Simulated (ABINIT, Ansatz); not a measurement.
# MoF6 (Im-3m): one start, several treatments of the self-energy, part 2 of 2

How much does the gap of MoF6 (Im-3m) depend on the approximation to the self-energy?

ABINIT 10.8.3; LDA and many-body steps on it, plane waves. Known limits of the many-body steps: not at the basis limit; no spin-orbit coupling; coarse k mesh.

So far. Step 5 (G0W0, Hybertsen-Louie plasmon pole): Against G0W0 in ABINIT (2×2×2 mesh, 112 bands, screening to 114.3 eV, Godby-Needs plasmon pole), the gap moves by +0.985 eV. Step 6 (G0W0, Engel-Farid plasmon pole): Against G0W0 in ABINIT (2×2×2 mesh, 112 bands, screening to 114.3 eV, Godby-Needs plasmon pole), the gap moves by +0.158 eV.

## Step 7: One-shot COHSEX

This step: one-shot COHSEX on LDA, plane waves, norm-conserving pseudopotentials.

File run.abi:

```
acell 3*1.0 Angstrom
rprim 
  -3.167343216100 3.167343216100 3.167343216100
  3.167343216100 -3.167343216100 3.167343216100
  3.167343216100 3.167343216100 -3.167343216100
ntypat 2
znucl 42 9
natom 7
typat 1 2 2 2 2 2 2
xred 
  0.000000000000 0.000000000000 0.000000000000
  0.710671220000 0.710671220000 0.000000000000
  0.289328780000 0.289328780000 0.000000000000
  0.000000000000 0.289328780000 0.289328780000
  0.000000000000 0.710671220000 0.710671220000
  0.710671220000 0.000000000000 0.710671220000
  0.289328780000 0.000000000000 0.289328780000
pp_dirpath "pseudos"
pseudos "Mo.upf, F.upf"
ecut 36
ngkpt 2 2 2
nshiftk 1
shiftk 0 0 0
kptopt 1
chksymbreak 0
istwfk *1
occopt 1
irdwfk 1
optdriver 4
nband 112
gwcalctyp 7
ecutsigx 36
symsigma 1
nkptgw 2
kptgw 
  0.0000000000 0.0000000000 0.0000000000
  0.5000000000 0.0000000000 0.0000000000
bdgw 
  26 31
  27 30
ecuteps 4.2
irdscr 1
indata_prefix "in"
outdata_prefix "out"
tmpdata_prefix "tmp"
```

Launch:

```
> OMP_NUM_THREADS=1 mpirun -n 4 abinit run.abi > log
```

Numbers of over 12 decimals in the logs are rounded to 6 here.

Log:

```text
.Version 10.8.3 of ABINIT. v10.8.2 released Aug 2026.

 Symmetries : space group Im -3 m (#229); Bravais cI (body-center cubic)
[... echo of the input left out ...]
== DATASET  1 ==================================================================
-   mpi_nproc: 4, omp_nthreads: 1 (-1 if OMP is not activated)

--- !DatasetInfo
iteration_state: {dtset: 1, }
dimensions: {natom: 7, nkpt: 3, mband: 112, nsppol: 1, nspinor: 1, nspden: 1, mpw: 8992, }
cutoff_energies: {ecut:  36.0, pawecutdg:  -1.0, }
[...]
Band     E0 <VxcDFT>   SigX SigC(E0)      Z dSigC/dE  Sig(E)    E-E0       E
[...]
29  -0.094 -20.416 -14.915  -3.442   1.000   0.000 -18.356   2.059   1.966
       30  -0.093 -20.407 -14.915  -3.442   1.000   0.000 -18.356   2.050   1.957

== END DATASET(S) ==============================================================
================================================================================

 -outvars: echo values of variables after computation  --------
           etotal      0.0000000000E+00
            nband         112
             nkpt           3
          spgroup         229
 [... the other variables as echoed above ...]

 Calculation completed.
```

It took 6.2 s on 4 MPI ranks of Arm Neoverse N1, shared host; peak memory 0.63 GiB.

This step gave:

- quasiparticle gap on the points computed: 9.582 eV
- starting gap on the mesh: 4.294 eV
- k of the valence top: 0, 0, 0
- k of the conduction bottom: 0.5, 0, 0
- least direct quasiparticle gap on the computed points: 9.678 eV

Against G0W0 in ABINIT (2×2×2 mesh, 112 bands, screening to 114.3 eV, Godby-Needs plasmon pole), the gap moves by +0.826 eV.

## Step 8: One-shot Hartree-Fock

This step: one-shot Hartree-Fock on LDA, plane waves, norm-conserving pseudopotentials.

Changes to run.abi since step 7:

```diff
@@ -29,4 +29,4 @@
 optdriver 4
-nband 112
-gwcalctyp 7
+nband 32
+gwcalctyp 5
 ecutsigx 36
@@ -40,4 +40,4 @@
   27 30
-ecuteps 4.2
-irdscr 1
+ixc_sigma 40
+fftgw 31
 indata_prefix "in"
```

Log:

```text
.Version 10.8.3 of ABINIT. v10.8.2 released Aug 2026.

 Symmetries : space group Im -3 m (#229); Bravais cI (body-center cubic)
[... echo of the input left out ...]
== DATASET  1 ==================================================================
-   mpi_nproc: 4, omp_nthreads: 1 (-1 if OMP is not activated)

--- !DatasetInfo
iteration_state: {dtset: 1, }
dimensions: {natom: 7, nkpt: 3, mband: 32, nsppol: 1, nspinor: 1, nspden: 1, mpw: 8992, }
cutoff_energies: {ecut:  36.0, pawecutdg:  -1.0, }
[...]
Band     E0 <VxcDFT>   SigX SigC(E0)      Z dSigC/dE  Sig(E)    E-E0       E
[...]
29  -0.094 -20.416 -14.915   0.000   1.000   0.000 -14.915   5.501   5.407
       30  -0.093 -20.407 -14.915   0.000   1.000   0.000 -14.915   5.492   5.399

== END DATASET(S) ==============================================================
================================================================================

 -outvars: echo values of variables after computation  --------
           etotal      0.0000000000E+00
            nband          32
             nkpt           3
          spgroup         229
 [... the other variables as echoed above ...]

 Calculation completed.
```

It took 5.8 s on 4 MPI ranks; peak memory 0.35 GiB.

Numbers from this step:

```yaml
quasiparticle_gap_on_the_points_computed: 16.85 eV
starting_gap_on_the_mesh: 4.294 eV
k_of_the_valence_top: 0, 0, 0
k_of_the_conduction_bottom: 0.5, 0, 0
least_direct_quasiparticle_gap_on_the_computed_points: 16.94 eV
```

Against G0W0 in ABINIT (2×2×2 mesh, 112 bands, screening to 114.3 eV, Godby-Needs plasmon pole), the gap moves by +8.090 eV.

## Step 9: Screening, 2×2×2 mesh, 112 bands, screening to 114.3 eV

This step: RPA screening on LDA, plane waves, norm-conserving pseudopotentials.

Changes to run.abi since step 8:

```diff
@@ -28,16 +28,14 @@
 irdwfk 1
-optdriver 4
-nband 32
-gwcalctyp 5
-ecutsigx 36
-symsigma 1
-nkptgw 2
-kptgw 
-  0.0000000000 0.0000000000 0.0000000000
-  0.5000000000 0.0000000000 0.0000000000
-bdgw 
-  26 31
-  27 30
-ixc_sigma 40
-fftgw 31
+optdriver 3
+nband 112
+ecuteps 4.2
+inclvkb 2
+awtr 1
+symchi 1
+gwcalctyp 2
+nfreqre 16
+freqremax 40 eV
+nfreqim 8
+spmeth 1
+nomegasf 120
 indata_prefix "in"
```

Log:

```text
.Version 10.8.3 of ABINIT. v10.8.2 released Aug 2026.

 Symmetries : space group Im -3 m (#229); Bravais cI (body-center cubic)
[... echo of the input left out ...]
== DATASET  1 ==================================================================
-   mpi_nproc: 4, omp_nthreads: 1 (-1 if OMP is not activated)

--- !DatasetInfo
iteration_state: {dtset: 1, }
dimensions: {natom: 7, nkpt: 3, mband: 112, nsppol: 1, nspinor: 1, nspden: 1, mpw: 8992, }
cutoff_energies: {ecut:  36.0, pawecutdg:  -1.0, }
electrons: {nelect:   5.60000000E+01, charge:   0.00000000E+00, occopt:   1.00000000E+00, tsmear:   1.00000000E-02, }

 SCREENING: Calculation of the susceptibility and dielectric matrices

 Based on a program developped by R.W. Godby, V. Olevano, G. Onida, and L. Reining.
 Incorporated in ABINIT by V. Olevano, G.-M. Rignanese, and M. Torrent.
.Using double precision arithmetic ; gwpc =  8

[... cell and pseudopotentials left out ...]
--------------------------------------------------------------------------------

 ==== K-mesh for the wavefunctions ====
 Number of points in the irreducible wedge :     3
[... list of points left out ...]
 Together with 48 symmetry operations and time-reversal symmetry
 yields     8 points in the full Brillouin Zone.

 ==== Q-mesh for the screening function ====
 Number of points in the irreducible wedge :     3
[... list of points left out ...]
 Together with 48 symmetry operations and time-reversal symmetry
 yields     8 points in the full Brillouin Zone.

 setmesh: FFT mesh size selected  =    32x   32x   32
          total number of points  =        32768

 vcoul_init : cutoff-mode = AUXILIARY_FUNCTION
 q-points for optical limit:   1
     1)      0.000010    0.000020    0.000030

- screening: taking advantage of time-reversal symmetry
- Maximum band index for partially occupied states nbvw = 28
- Remaining bands to be divided among processors   nbcw = 84
- Number of bands treated by each node ~21

 Number of electrons calculated from density =   56.0000; Expected =   56.0000
 average of density, n =  0.065290
 r_s =    1.5406
 omega_plasma =   24.6478 [eV]

 calculating chi0 at frequencies [eV] :
  1    0.000000E+00    0.000000E+00
  2    2.666667E+00    0.000000E+00
  3    5.333333E+00    0.000000E+00
[...]
23    0.000000E+00    6.277372E+01
 24    0.000000E+00    8.838609E+01

--------------------------------------------------------------------------------
  q-point number  1        q = ( 0.000000, 0.000000, 0.000000) [r.l.u.]
--------------------------------------------------------------------------------
[... chi0 elements left out ...]
  [... further frequencies ...]

 No. of calculated frequencies >  15, stop printing
 For q-point:  0.000010 0.000020 0.000030
  dielectric constant =   1.9813
  dielectric constant without local fields =   2.8933

  Average fulfillment of the sum rule on Im[epsilon] for q-point    1 :     40.49  [%]
[... wings left out ...]
  q-point number  2        q = ( 0.500000, 0.000000, 0.000000) [r.l.u.]
--------------------------------------------------------------------------------
[... chi0 elements left out ...]
  [... further frequencies ...]

 No. of calculated frequencies >  15, stop printing
  Average fulfillment of the sum rule on Im[epsilon] for q-point    2 :     46.23  [%]

 [... 1 further q-points ...]
```

Wall time 47 s (4 MPI ranks); peak memory 1.9 GiB; 3.1 min of CPU time.

Numbers from this step:

| Property | Result |
| --- | --- |
| ε∞ with local fields, on this mesh, along the program's q direction | 1.981 |
| the same without local fields | 2.893 |
| plasma frequency | 24.65 eV |
| plane waves in the screening matrix | 369 |

## Step 10: G0W0, contour deformation

This step: G0W0 on LDA, plane waves, norm-conserving pseudopotentials.

Changes to run.abi since step 9:

```diff
@@ -28,14 +28,16 @@
 irdwfk 1
-optdriver 3
+optdriver 4
 nband 112
+gwcalctyp 2
+ecutsigx 36
+symsigma 1
+nkptgw 2
+kptgw 
+  0.0000000000 0.0000000000 0.0000000000
+  0.5000000000 0.0000000000 0.0000000000
+bdgw 
+  26 31
+  27 30
 ecuteps 4.2
-inclvkb 2
-awtr 1
-symchi 1
-gwcalctyp 2
-nfreqre 16
-freqremax 40 eV
-nfreqim 8
-spmeth 1
-nomegasf 120
+irdscr 1
 indata_prefix "in"
```

Log:

```text
.Version 10.8.3 of ABINIT. v10.8.2 released Aug 2026.

 Symmetries : space group Im -3 m (#229); Bravais cI (body-center cubic)
[... echo of the input left out ...]
== DATASET  1 ==================================================================
-   mpi_nproc: 4, omp_nthreads: 1 (-1 if OMP is not activated)

--- !DatasetInfo
iteration_state: {dtset: 1, }
dimensions: {natom: 7, nkpt: 3, mband: 112, nsppol: 1, nspinor: 1, nspden: 1, mpw: 8992, }
cutoff_energies: {ecut:  36.0, pawecutdg:  -1.0, }
[...]
Band     E0 <VxcDFT>   SigX SigC(E0)      Z dSigC/dE  Sig(E)    E-E0       E
[...]
30  -0.093 -20.407 -14.915  -1.751   0.808  -0.237 -17.383   3.024   2.930
       30   0.000   0.000   0.000   0.000   0.000   0.000   0.000   0.000   0.000

== END DATASET(S) ==============================================================
================================================================================

 -outvars: echo values of variables after computation  --------
           etotal      0.0000000000E+00
            nband         112
             nkpt           3
          spgroup         229
 [... the other variables as echoed above ...]

 Calculation completed.
```

Run time: 13 s. Hardware: 4 MPI ranks; peak memory 1.3 GiB.

This step gave:

- G0W0 gap on the points computed: 8.574 eV
- starting gap on the mesh: 4.294 eV
- k of the valence top: 0, 0, 0
- k of the conduction bottom: 0.5, 0, 0
- least direct G0W0 gap on the computed points: 8.665 eV

Against G0W0 in ABINIT (2×2×2 mesh, 112 bands, screening to 114.3 eV, Godby-Needs plasmon pole), the gap moves by −0.182 eV.

## Step 11: The runs together

Times are wall times on 4 MPI ranks of Arm Neoverse N1, shared host, good to a factor of about two. A run's time includes the screening step that it read.

```csv
run,mesh,bands,screening cutoff (eV),DFT gap (eV),gap on the mesh (eV),direct (eV),ε∞ used,time
"G0W0, Godby-Needs plasmon pole",2×2×2,112,114.3,4.294,8.756,8.849,1.98,52 s
"G0W0, Hybertsen-Louie plasmon pole",2×2×2,112,114.3,4.294,9.741,9.843,1.98,51 s
"G0W0, Engel-Farid plasmon pole",2×2×2,112,114.3,4.294,8.914,9.011,1.98,44 s
one-shot COHSEX,2×2×2,112,114.3,4.294,9.582,9.678,1.98,40 s
one-shot Hartree-Fock,2×2×2,-,-,4.294,16.846,16.938,-,5.8 s
"G0W0, contour deformation",2×2×2,112,114.3,4.294,8.574,8.665,1.98,59 s
```

## Step 12: What came out

* G0W0, Godby-Needs plasmon pole: 8.756 eV
* G0W0, Hybertsen-Louie plasmon pole: 9.741 eV
* G0W0, Engel-Farid plasmon pole: 8.914 eV
* one-shot COHSEX: 9.582 eV
* one-shot Hartree-Fock: 16.846 eV
* G0W0, contour deformation: 8.574 eV
* known limits: not at the basis limit; no spin-orbit coupling; coarse k mesh

G0W0, Hybertsen-Louie plasmon pole: +0.985 eV against G0W0, Godby-Needs plasmon pole. G0W0, Engel-Farid plasmon pole: +0.158 eV against G0W0, Godby-Needs plasmon pole. One-shot COHSEX: +0.826 eV against G0W0, Godby-Needs plasmon pole. One-shot Hartree-Fock: +8.090 eV against G0W0, Godby-Needs plasmon pole. G0W0, contour deformation: −0.182 eV against G0W0, Godby-Needs plasmon pole. Bare exchange alone opens the gap to 16.85 eV; against G0W0, correlation takes back 8.09 eV. Bands and cutoff are finite, so the gap is not at the basis limit. The miss can reach some tenths of an eV and take either sign; the mesh is an error of its own. In the first G0W0 run levels were corrected at 2 k points alone, so a gap called «on the mesh» is the least over those, and an edge elsewhere would be missed. The 2×2×2 mesh is coarse for this cell, which bears on the long-range parts of exchange and screening. The many-body steps are scalar-relativistic: spin-orbit coupling is not in them.

[Paths, hosts, dates, memory and timing lines, banners, echoed tables and standing remarks are left out of the program output.]

[Logs are printed without paths, hosts, clocks, repeated set-up lines and the standing remarks that a program may print on its own settings, such as how far it seeks lower states.]

[Runs of the session that timed out or met a known fault of the program may be left out.]

[No measured gap is set beside runs whose start may be inverted or whose files or cutoffs have a known fault.]

[Hosts, paths, dates, database ids (printed as entryN), source tags and the programs' standing remarks are cut or masked in the printed files.]

[G0W0 gaps are taken among the corrected bands and points alone; a level outside them can change the order at an edge.]

[Where Ansatz stands beside ABINIT at settings called matched, ABINIT's density can come from a denser mesh and the files from another edition; pairs whose starting gaps differed by over 0.03 eV were left out, so agreement reads better than it is.]
